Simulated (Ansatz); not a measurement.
**Ga2O3 (R-3c): how G0W0 depends on its starting point**

How much of the starting functional survives in the G0W0 gap of Ga2O3 (R-3c)?

Method: G0W0 on several functionals, plane waves, PAW, in Ansatz 0.2.0.

In doubt: masses and optical values from hybrid runs of this build are listed as unsure (step 4), which bears on the screening that GW takes from such a start.

## (1) The starting structure

The structure is trigonal, space group R-3c (No. 167). The conventional cell has a = 4.997 Å, b = 4.997 Å, c = 13.451 Å, α = 90.00°, β = 90.00°, γ = 120.00°. Ga has 6 O at 1.93 to 2.08 Å nearest. Nearest to O lie 4 Ga at 1.93 to 2.08 Å. Farther neighbours and most contacts between anions are not listed.

Coordinates:

```cif
data_structure
_symmetry_space_group_name_H-M 'P 1'
_symmetry_Int_Tables_number 1
_cell_length_a 5.3317
_cell_length_b 5.3317
_cell_length_c 5.3317
_cell_angle_alpha 55.894
_cell_angle_beta 55.894
_cell_angle_gamma 55.894
_cell_volume 96.97
loop_
_atom_site_label
_atom_site_type_symbol
_atom_site_fract_x
_atom_site_fract_y
_atom_site_fract_z
_atom_site_occupancy
Ga1 Ga 0.85559 0.85559 0.85559 1
Ga2 Ga 0.64441 0.64441 0.64441 1
Ga3 Ga 0.14441 0.14441 0.14441 1
Ga4 Ga 0.35559 0.35559 0.35559 1
O5 O 0.75000 0.44683 0.05317 1
O6 O 0.44683 0.05317 0.75000 1
O7 O 0.05317 0.75000 0.44683 1
O8 O 0.25000 0.55317 0.94683 1
O9 O 0.94683 0.25000 0.55317 1
O10 O 0.55317 0.94683 0.25000 1
```

The cell and positions are those that the Materials Project relaxed with its own functionals (PBE, PBE+U or r2SCAN), kept fixed. This is not the form that Ga2O3 usually takes at ambient conditions. The default PAW set here is soft_2. Its files were made with PBE.

## (2) G0W0 on PBE

Now the one-shot GW correction: screening in the RPA, then the self-energy of the levels asked for.

This step: G0W0 on PBE, plane waves, PAW.

input.yaml

```yaml
crystal:
  lattice:
    - [2.4986991939, 1.4426246522, 4.4835497685]
    - [-2.4986991939, 1.4426246522, 4.4835497685]
    - [0.0, -2.8852493044, 4.4835497685]
  atoms:
    - { symbol: Ga, position: [0.85558558, 0.85558558, 0.85558558] }
    - { symbol: Ga, position: [0.64441442, 0.64441442, 0.64441442] }
    - { symbol: Ga, position: [0.14441442, 0.14441442, 0.14441442] }
    - { symbol: Ga, position: [0.35558558, 0.35558558, 0.35558558] }
    - { symbol: O, position: [0.75, 0.44683282, 0.05316718] }
    - { symbol: O, position: [0.44683282, 0.05316718, 0.75] }
    - { symbol: O, position: [0.05316718, 0.75, 0.44683282] }
    - { symbol: O, position: [0.25, 0.55316718, 0.94683282] }
    - { symbol: O, position: [0.94683282, 0.25, 0.55316718] }
    - { symbol: O, position: [0.55316718, 0.94683282, 0.25] }
kpoints:
  mp_grid: { grid: [4, 4, 4] }
hamiltonian:
  xc: pbe
scf:
  occupations: { method: fixed }
gw:
  n_empty_bands: 207
  ecut_chi: 96
  qp_bands: [v3, c3]
  qp_kpoints: band_edges
  screening: { model: contour_deformation }
```

Run with:

```console
$ ansatz run input.yaml --threads 3 --pin off --max-ram 92160MiB --backend cuda --events-out ev --progress --plain --runs-dir out --devices 1 --max-vram 13GiB  # rebuilt from the run's record
```

Numbers of over 12 decimals in the logs are rounded to 6 here.

What it wrote:

```text
GPUs: using 1 of 1 available (devices: 1).
Engine: ansatz 0.2.0, x86_64-unknown-linux-gnu
Pseudopotentials: kind: paw
Pseudopotential: Ga, paw, valence charge 13, recommended cutoff 420 eV (normal), Ga.paw.azcp
Pseudopotential: O, paw, valence charge 6, recommended cutoff 420 eV (normal), O.paw.azcp
Functional definition: PBE
  parameter kappa = 0.804
  parameter beta = 0.066725
  exchange = pbe_x(kappa = kappa, mu = beta*pi^2/3)
  correlation = pbe_c(beta = beta)
device memory: the entry about to start is reckoned to put 2.3 GiB on a device that reports 52.8 GiB free (of which the cap on the GPU budget leaves the run 13.0 GiB)
GPU FFT provider: cuFFT
GPU libraries: cuBLAS 13.8.2, cuFFT 12.4.0, cuSOLVER 12.3.4
Crystal: 10 atoms, lattice volume = 96.971 Å³
Basis set: ecut = 420 eV, 1899 PW (Γ)
Bands: 54, of which v1, the nominal top of the filled ones, is band 44 counted from 1 (43 counted from 0)
Symmetry: 12 space group operations
Space group: R-3c (ITA 167), of the structure as read, at distance tolerance 4.6e-5 Å
k-points: 13 of 64
Non-local potential: Ga, projectors of the file, l = 0: 2, l = 1: 2, l = 2: 3, l = 3: 1
Non-local potential: O, projectors of the file, l = 0: 2, l = 1: 2, l = 2: 1
PAW form: soft (Blöchl's): semilocal exchange-correlation on the pseudo side does not see the compensation charge
PAW one-centre angular grid: Ga, 590 points (default); XC on 64 Gauss nodes
PAW one-centre angular grid: O, 110 points (default); XC on 64 Gauss nodes
Initial density: superposition of atomic densities (neutral atoms: chi_scale 0, normalization atom), corrected by the library's trained network
Initial wavefunctions: pseudopotential atomic-orbital guess
GPU buffer pool allocated for 46656 grid points (all kernels)
GPU transforms: local potential and band sums: pruned to the plane-wave sphere, on 36×36×36
Functional: x = pbe(κ = 0.804, μ = 0.219515), c = pbe(β = 0.066725)
SCF iter   1: F=—  HF=-18539.724869 eV  |F-HF|=—  |Δ(HF+E_count)|=         —  Δρ=1.02e-3  dr2=2.21e-4  ethr=1.77e-3  ⟨swp⟩=4.9  Hψ=2185  notcnv=0  defer=103
preconditioner: auto → Resta (q_TF=auto, 2.685 Å⁻¹)  ε∞=4.8  [insulator: Δε(μ)=2.824 eV  Ē_g=18.161 eV  n_scr=26 (ndim 8)  ℏωp=35.4 eV  f_vac=0.015  ε∞_Penn≈4.8]
SCF iter   2: F=—  HF=-18539.725142 eV  |F-HF|=—  |Δ(HF+E_count)|=   2.73e-4  Δρ=5.68e-4  dr2=6.67e-5  ethr=2.51e-7  ⟨swp⟩=2.8  Hψ=1611  notcnv=0  defer=104
SCF iter   3: F=—  HF=-18539.725505 eV  |F-HF|=—  |Δ(HF+E_count)|=   3.64e-4  Δρ=2.57e-4  dr2=1.87e-5  ethr=7.58e-8  ⟨swp⟩=2.0  Hψ=1120  notcnv=0  defer=83
SCF iter   4: F=—  HF=-18539.725585 eV  |F-HF|=—  |Δ(HF+E_count)|=   7.97e-5  Δρ=3.61e-5  dr2=1.07e-6  ethr=2.12e-8  ⟨swp⟩=2.0  Hψ=1220  notcnv=0  defer=102
SCF iter   5: F=—  HF=-18539.725587 eV  |F-HF|=—  |Δ(HF+E_count)|=   2.02e-6  Δρ=1.29e-5  dr2=1.77e-7  ethr=1.22e-9  ⟨swp⟩=2.0  Hψ=1200  notcnv=0  defer=102
SCF iter   6: F=-18539.725587 eV  HF=-18539.725587 eV  |F-HF|=1.34e-8  |Δ(HF+E_count)|=   2.74e-7  Δρ=6.10e-6  dr2=2.27e-8  ethr=1.14e-10  ⟨swp⟩=10.2  Hψ=2512  notcnv=0
SCF 1 converged in 6 iterations: F = -18539.725587 eV  dr2 = 2.27e-8
  greatest PAW one-centre occupation: 0.998 electrons in one spin orbital (limit 2), on the Ga atom at site 2 (counted from 0), in its partial waves of l = 2
device memory: the entry about to start is reckoned to put 2.8 GiB on a device that reports 52.3 GiB free (of which the cap on the GPU budget leaves the run 13.0 GiB)
NSCF: frozen V_eff on 13 k-points
the band table was solved once the SCF had ended and its energy, with any forces and stress, was formed, with the checks that follow a solve (2688 applications of the Hamiltonian). They found nothing against the state; the energy, forces and stress were not computed again (output.eigenvalues in the input reference)
device memory: the entry about to start is reckoned to put 4.1 GiB on a device that reports 51.6 GiB free (of which the cap on the GPU budget leaves the run 13.0 GiB)
NSCF: frozen V_eff on 13 k-points
G₀W₀ screening: q 1/13
[... further progress lines ...]
device memory: the entry about to start is reckoned to put 0.7 GiB on a device that reports 46.5 GiB free (of which the cap on the GPU budget leaves the run 13.0 GiB)
NSCF: frozen V_eff on 1 k-points
device memory: the entry about to start is reckoned to put 0.7 GiB on a device that reports 46.5 GiB free (of which the cap on the GPU budget leaves the run 13.0 GiB)
NSCF: frozen V_eff on 1 k-points
device memory: the entry about to start is reckoned to put 0.7 GiB on a device that reports 46.5 GiB free (of which the cap on the GPU budget leaves the run 13.0 GiB)
NSCF: frozen V_eff on 1 k-points
SCF converged after 6 iterations
Free energy (F): -18539.725587 eV
Harris-Foulkes:  -18539.725587 eV  (|F-HF|=1.34e-8)
Internal energy: -18539.725587 eV  (E = F + TS)
E sigma→0 (E₀):  -18539.725587 eV
Fermi energy:    9.108500 eV
--- Per-component energies (eV) ---
  E_band       = 7.470285
  E_kinetic    = 1524.242107
  E_local      = -8530.725543  (includes V_loc(G=0)·N_el)
  E_nonlocal   = 2024.137052
  E_hartree    = 3856.543503
  E_xc         = -713.426809
  E_vxc        = -791.904737  (∫ρ·V_xc dr)
  E_paw        = -8946.901422  (= ΣΔE_a)
  E_vpaw       = -1931.386655  (= ΣTr[D̂ρ^β])
  E_aug_tail   = 0.014649  (compensation charges beyond the density's cutoff)
  E_ewald      = -7753.609124
  E_smearing   = -0.000000  (= −TS)
  E_closure    = -0.000000  (closes the sum)
  Σ components = -18539.725587   (vs F -18539.725587, Δ=0.00e0)
--- Band table (eV; the first three rows and the last of 13) ---
  k-point 0: bands = [... 40 lower, 8.8345, 8.8345, 8.8974, 8.8974, 11.9367, 15.8182, 15.9706, 18.0316, ... 6 higher]
  k-point 1: bands = [... 40 lower, 8.5390, 8.5970, 8.9579, 9.1085, 13.5114, 15.6469, 16.4592, 17.3125, ... 6 higher]
  k-point 2: bands = [... 40 lower, 8.1715, 8.1715, 8.9972, 8.9972, 15.5381, 15.5381, 15.8705, 15.8705, ... 6 higher]
  k-point 12: bands = [... 40 lower, 8.8499, 8.8499, 8.8499, 8.8499, 14.9936, 14.9936, 17.0054, 17.0054, ... 6 higher]
--- G₀W₀: contour deformation, 6 samples at zero and on the imaginary axis and 2 off it, 64 q-points, 207 empty bands' worth ---
  eigenvalues of the whole cell's RPA ε∞ on this k-mesh (on a slab, of 1 + 4πα/V) = 4.2010, 4.3344, 4.3344; static W/v taken at q = 0 is 0.233007
  bands read: the sum over 251 bands ends inside a degenerate multiplet in 4 slots, whose members it reads at an even weight; the widest, k=12: bands 251 to 254 (counted from 1) at 1/4 each
  gw.qp_kpoints: band_edges: 13 of 13 stored k-points solved, in 1 pass; an edge of the gap read off the rows below is read off those points alone
    ik  band        ε_KS         Σx   Σc(E_QP)       V_xc       Z   E_QP_lin       E_QP  E_QP is
     0    42      8.8345   -28.1429     4.8086   -22.6203  0.7747     8.1148     8.1206  root
     0    43      8.8974   -27.0408     4.7974   -21.6108  0.7719     8.2603     8.2649  root
     0    44      8.8974   -27.0408     4.7974   -21.6108  0.7719     8.2603     8.2649  root
     0    45     11.9367   -13.4239    -3.5326   -17.9528  0.8326    12.9391    12.9330  root
     0    46     15.8182   -13.0208    -4.2642   -18.8227  0.8140    17.3789    17.3558  root
     0    47     15.9706    -9.8982    -4.3922   -15.4035  0.8273    17.0950    17.0837  root
     1    42      8.5970   -26.6823     4.7227   -21.3077  0.7722     7.9400     7.9450  root
     1    43      8.9579   -27.2555     4.8626   -21.7332  0.7715     8.2931     8.2982  root
     1    44      9.1085   -27.6186     4.8744   -22.0923  0.7722     8.4518     8.4567  root
     1    45     13.5114   -14.5986    -3.4051   -19.1812  0.8190    14.6989    14.6889  root
     1    46     15.6469   -12.7820    -4.2203   -18.4692  0.8171    17.1339    17.1138  root
     1    47     16.4592   -12.0873    -4.4453   -17.9661  0.8121    17.9143    17.8925  root
     2    42      8.1715   -26.2790     4.9878   -20.5239  0.7664     7.3964     7.4042  root
     2    43      8.9972   -27.5985     4.8784   -22.0437  0.7722     8.3155     8.3208  root
     2    44      8.9972   -27.5985     4.8784   -22.0437  0.7722     8.3155     8.3208  root
     2    45     15.5381   -13.3396    -4.1580   -18.9126  0.8140    16.9722    16.9530  root
     2    46     15.5381   -13.3396    -4.1580   -18.9126  0.8140    16.9722    16.9530  root
     2    47     15.8705   -12.6845    -4.2683   -18.3566  0.8139    17.2940    17.2743  root
     3    42      8.6005   -27.4352     4.8877   -21.8071  0.7716     7.8535     7.8602  root
     3    43      8.8661   -27.0360     4.8639   -21.5059  0.7710     8.1947     8.1999  root
     3    44      8.9172   -27.8685     4.7523   -22.4608  0.7747     8.2570     8.2618  root
     3    45     13.8209   -14.7237    -3.4491   -19.3936  0.8167    15.0528    15.0417  root
     3    46     15.7402   -12.6904    -4.2590   -18.4148  0.8172    17.2258    17.2055  root
     3    47     16.5418   -12.2390    -4.4593   -18.1519  0.8101    18.0185    17.9954  root
[...]
11    46     15.8627   -13.4260    -4.2715   -19.1749  0.8114    17.3624    17.3401  root
    11    47     16.4338   -13.3125    -4.4240   -19.2629  0.8066    17.9864    17.9602  root
    12    42      8.8499   -27.6093     4.8156   -22.1203  0.7730     8.1713     8.1765  root
    12    43      8.8499   -27.6093     4.8156   -22.1203  0.7730     8.1713     8.1765  root
    12    44      8.8499   -27.6093     4.8156   -22.1203  0.7730     8.1713     8.1765  root
    12    45     14.9936   -13.6976    -3.9265   -18.9515  0.8140    16.3368    16.3209  root
    12    46     14.9936   -13.6976    -3.9265   -18.9515  0.8140    16.3368    16.3209  root
    12    47     17.0054   -11.5408    -4.6854   -17.6870  0.8151    18.4898    18.4662  root
```

The job ended after 26 s (1 × NVIDIA H100 80GB HBM3 (shared by 6 runs) with 3 threads of AMD EPYC 7R13 (Zen 3), shared host; peak memory 1.3 GiB; 30 s of CPU time).

The column dr2 measures how far the density is from self-consistency, as an energy; F and HF (Harris–Foulkes) agree once it is small.

This step gave:

* bands summed: 251
* RPA ε∞ on this mesh (eigenvalues): 4.201, 4.334, 4.334
* plane waves in the screening matrix: 193
* q-points in the mesh: 64
* G0W0 gap on the mesh: 4.476 eV
* k of the valence top: 0, 0, 0.25
* k of the conduction bottom: 0, 0, 0
* starting gap on the mesh: 2.828 eV
* Z at the valence top: 0.7722
* Z at the conduction bottom: 0.8326
* least direct G0W0 gap on the computed points: 4.668 eV

The gap on the mesh goes from 2.83 eV to 4.48 eV, a correction of +1.65 eV. Between the two edge states, bare exchange in place of the xc potential would open the gap by 10.06 eV, and correlation takes back 8.41 eV.

## (3) G0W0 on r2SCAN

The same correction from a different start measures what one shot leaves open.

This step: G0W0 on r2SCAN, plane waves, PAW.

Edit input.yaml of step 2 so:

```diff
@@ -19,3 +19,3 @@
 hamiltonian:
-  xc: pbe
+  xc: r2scan
 scf:
```

What it wrote:

```text
GPUs: using 1 of 1 available (devices: 1).
[...]
GPU FFT provider: cuFFT
GPU libraries: cuBLAS 13.8.2, cuFFT 12.4.0, cuSOLVER 12.3.4
Crystal: 10 atoms, lattice volume = 96.971 Å³
Basis set: ecut = 500 eV, 2429 PW (Γ), exchange–correlation on 160×160×160 points (64 copies of the dense FFT grid, shifted against one another)
Bands: 54, of which v1, the nominal top of the filled ones, is band 44 counted from 1 (43 counted from 0)
[... 1 set-up line as in the run before ...]
[...]
k-points: 13 of 64
[...]
GPU buffer pool allocated for 64000 grid points (all kernels)
[...]
SCF iter   1: F=—  HF=-18577.463277 eV  |F-HF|=—  |Δ(HF+E_count)|=         —  Δρ=1.46e-2  dr2=9.19e-2  dr2_τ=3.84e-1  ethr=1.77e-3  ⟨swp⟩=5.0  Hψ=2244  notcnv=0  defer=103
[...]
SCF iter   7: F=-18577.660834 eV  HF=-18577.660834 eV  |F-HF|=2.40e-9  |Δ(HF+E_count)|=   1.14e-7  Δρ=4.84e-6  dr2=2.25e-8  dr2_τ=6.77e-10  ethr=1.14e-10  ⟨swp⟩=10.5  Hψ=2654  notcnv=0
SCF 1 converged in 7 iterations: F = -18577.660834 eV  dr2 = 2.25e-8
[...]
NSCF: frozen V_eff on 13 k-points
[...]
G₀W₀ screening: q 1/13
[... further progress lines ...]
[...]
SCF converged after 7 iterations
Free energy (F): -18577.660834 eV
[...]
Internal energy: -18577.660834 eV  (E = F + TS)
E sigma→0 (E₀):  -18577.660834 eV
Fermi energy:    8.673679 eV
[...]
--- Band table (eV; the first three rows and the last of 13) ---
  k-point 0: bands = [... 40 lower, 8.3976, 8.4063, 8.4618, 8.4618, 12.1980, 16.1910, 16.3235, 18.4208, ... 6 higher]
  k-point 1: bands = [... 40 lower, 8.0937, 8.1746, 8.5224, 8.6737, 13.7548, 16.0146, 16.8304, 17.6834, ... 6 higher]
  k-point 2: bands = [... 40 lower, 7.7261, 7.7261, 8.5611, 8.5611, 15.8887, 15.8887, 16.2112, 16.2112, ... 6 higher]
  k-point 12: bands = [... 40 lower, 8.4136, 8.4136, 8.4136, 8.4136, 15.2943, 15.2943, 17.4189, 17.4189, ... 6 higher]
[...]
0    42      8.4063   -26.6028     4.4711   -21.8043  0.7884     8.0779     8.0789  root
     0    43      8.4618   -27.0779     4.6056   -22.1039  0.7874     8.0921     8.0934  root
     0    44      8.4618   -27.0779     4.6056   -22.1039  0.7874     8.0921     8.0934  root
     0    45     12.1980   -12.8967    -3.5768   -17.4366  0.8449    13.1659    13.1611  root
     0    46     16.1910   -12.6102    -4.2023   -18.2463  0.8282    17.6407    17.6247  root
     0    47     16.3235    -9.6097    -4.2737   -14.8849  0.8399    17.3324    17.3251  root
     1    42      8.1746   -26.7625     4.5496   -21.8108  0.7876     7.7709     7.7725  root
     1    43      8.5224   -27.2890     4.6620   -22.2322  0.7871     8.1260     8.1275  root
[...]
12    44      8.4136   -27.6437     4.6169   -22.6202  0.7885     8.0055     8.0070  root
    12    45     15.2943   -13.2192    -3.8915   -18.3844  0.8283    16.5799    16.5680  root
    12    46     15.2943   -13.2192    -3.8915   -18.3844  0.8283    16.5799    16.5680  root
    12    47     17.4189   -11.1001    -4.5523   -16.9552  0.8298    18.7363    18.7217  root
```

It took 27 s on 1 × NVIDIA H100 80GB HBM3 (shared by 6 runs) with 3 threads; peak memory 1.5 GiB; 41 s of CPU time.

This step gave:

```yaml
bands_summed: 251
rpa_eps_infinity_on_this_mesh_eigenvalues: 3.731, 3.860, 3.860
plane_waves_in_the_screening_matrix: 193
q_points_in_the_mesh: 64
g0w0_gap_on_the_mesh: 4.873 eV
k_of_the_valence_top: 0, 0, 0.25
k_of_the_conduction_bottom: 0, 0, 0
starting_gap_on_the_mesh: 3.524 eV
z_at_the_valence_top: 0.7877
z_at_the_conduction_bottom: 0.8449
least_direct_g0w0_gap_on_the_computed_points: 5.068 eV
```

Against the run with 4×4×4 mesh, 207 empty bands, screening to 96 eV on PBE, the gap moves by +0.40 eV, while the start moved by +0.70 eV.

## (4) G0W0 on HSE06

This step: G0W0 on HSE06, plane waves, PAW.

Edit input.yaml of step 3 so:

```diff
@@ -19,3 +19,3 @@
 hamiltonian:
-  xc: r2scan
+  xc: hse06
 scf:
```

What it wrote:

```text
GPUs: using 1 of 1 available (devices: 1).
[...]
davidson cushion auto → on  (no smearing: the cushion is to keep the highest requested band from converging to the state above it; pin scf.eigensolver.cushion to override)
[...]
GPU FFT provider: cuFFT
GPU libraries: cuBLAS 13.8.2, cuFFT 12.4.0, cuSOLVER 12.3.4
Crystal: 10 atoms, lattice volume = 96.971 Å³
Basis set: ecut = 420 eV, 1899 PW (Γ)
[...]
1    42      7.3785   -26.7465     4.2861   -22.5249  0.8063     7.4430     7.4430  root
     1    43      7.7175   -27.1734     4.3769   -22.8753  0.8058     7.7962     7.7963  root
[...]
12    44      7.6163   -27.4822     4.3310   -23.2146  0.8071     7.6796     7.6797  root
    12    45     15.6608   -12.8406    -3.7826   -17.6650  0.8444    16.7085    16.7026  root
    12    46     15.6608   -12.8406    -3.7826   -17.6650  0.8444    16.7085    16.7026  root
    12    47     17.8526   -10.4858    -4.3619   -15.8593  0.8482    18.8707    18.8643  root
[key lines of the parts left out:]
Free energy (F): -18541.155896 eV
Fermi energy:    7.869266 eV
```

Run time: 60 s. Hardware: 1 × NVIDIA H100 80GB HBM3 (shared by 6 runs) with 3 threads; peak memory 1.9 GiB; 89 s of CPU time.

Numbers from this step:

```yaml
bands_summed: 251
rpa_eps_infinity_on_this_mesh_eigenvalues: 3.362, 3.467, 3.467
plane_waves_in_the_screening_matrix: 193
g0w0_gap_on_the_mesh: 5.347 eV
k_of_the_valence_top: 0, 0, 0.25
k_of_the_conduction_bottom: 0, 0, 0
starting_gap_on_the_mesh: 4.599 eV
least_direct_g0w0_gap_on_the_computed_points: 5.542 eV
```

Against the run with 4×4×4 mesh, 207 empty bands, screening to 96 eV on r2SCAN, the gap moves by +0.47 eV, while the start moved by +1.08 eV.

## (5) The starts together

All on the 4×4×4 mesh with 207 empty bands and screening to 96 eV. Times are wall times on 1 × NVIDIA H100 80GB HBM3 (shared by 6 runs) with 3 threads of AMD EPYC 7R13 (Zen 3), shared host, good to a factor of about two.

| start | starting gap (eV) | shift (eV) | G0W0 gap (eV) | RPA ε∞ (harmonic mean) | Z (valence, conduction) | time |
| --- | --- | --- | --- | --- | --- | --- |
| PBE | 2.83 | +1.65 | 4.48 | 4.29 | 0.77, 0.83 | 26 s |
| r2SCAN | 3.52 | +1.35 | 4.87 | 3.82 | 0.79, 0.84 | 27 s |
| HSE06 | 4.60 | +0.75 | 5.35 | 3.43 | 0.81, 0.86 | 60 s |

The parts of the quasiparticle energy at the two band edges (eV; QP = start + Σx + Σc − Vxc):

| run | edge | start | Σx | Σc | Vxc | Z | QP |
| --- | --- | --- | --- | --- | --- | --- | --- |
| PBE | valence top | 9.11 | -27.62 | 4.87 | -22.09 | 0.77 | 8.46 |
| PBE | conduction bottom | 11.94 | -13.42 | -3.53 | -17.95 | 0.83 | 12.93 |
| r2SCAN | valence top | 8.67 | -27.65 | 4.67 | -22.59 | 0.79 | 8.29 |
| r2SCAN | conduction bottom | 12.20 | -12.90 | -3.58 | -17.44 | 0.84 | 13.16 |
| HSE06 | valence top | 7.87 | -27.50 | 4.39 | -23.20 | 0.81 | 7.96 |
| HSE06 | conduction bottom | 12.47 | -12.70 | -3.51 | -17.05 | 0.86 | 13.31 |

For a hybrid start, Vxc holds its share of exact exchange.

## (6) Results

* G0W0@PBE: 4.48 eV (start 2.83 eV)
* G0W0@r2SCAN: 4.87 eV (start 3.52 eV)
* G0W0@HSE06: 5.35 eV (start 4.60 eV)
* known limits: not at the basis limit; no spin-orbit coupling

**Reading.** The starting gaps span 1.77 eV and the G0W0 gaps 0.87 eV. Between PBE and HSE06, 0.87 eV of the 1.77 eV survives, 49 %. HSE06 screens less than PBE (ε∞ 3.43 against 4.29). Of the 0.87 eV by which its G0W0 gap is higher, the correlation part gives +0.51 eV, and exchange with the one-particle terms, which follow the orbitals, +0.36 eV. The smallest correction, +0.75 eV, is on HSE06, the start nearest to reproducing itself. Bands and cutoff are finite, so the gap is not at the basis limit. The miss can reach some tenths of an eV and take either sign; the mesh is an error of its own. The many-body steps are scalar-relativistic: spin-orbit coupling is not in them.

[Paths, hosts, dates, memory and timing lines, banners, echoed tables and standing remarks are left out of the program output.]

[Logs are printed without paths, hosts, clocks, repeated set-up lines and the standing remarks that a program may print on its own settings, such as how far it seeks lower states.]

[Runs of the session that timed out or met a known fault of the program may be left out.]

[Cells called generated may have been cut or substituted from an entry of the Crystallography Open Database or the Materials Project.]

[Hosts, paths, dates, database ids (printed as entryN), source tags and the programs' standing remarks are cut or masked in the printed files.]
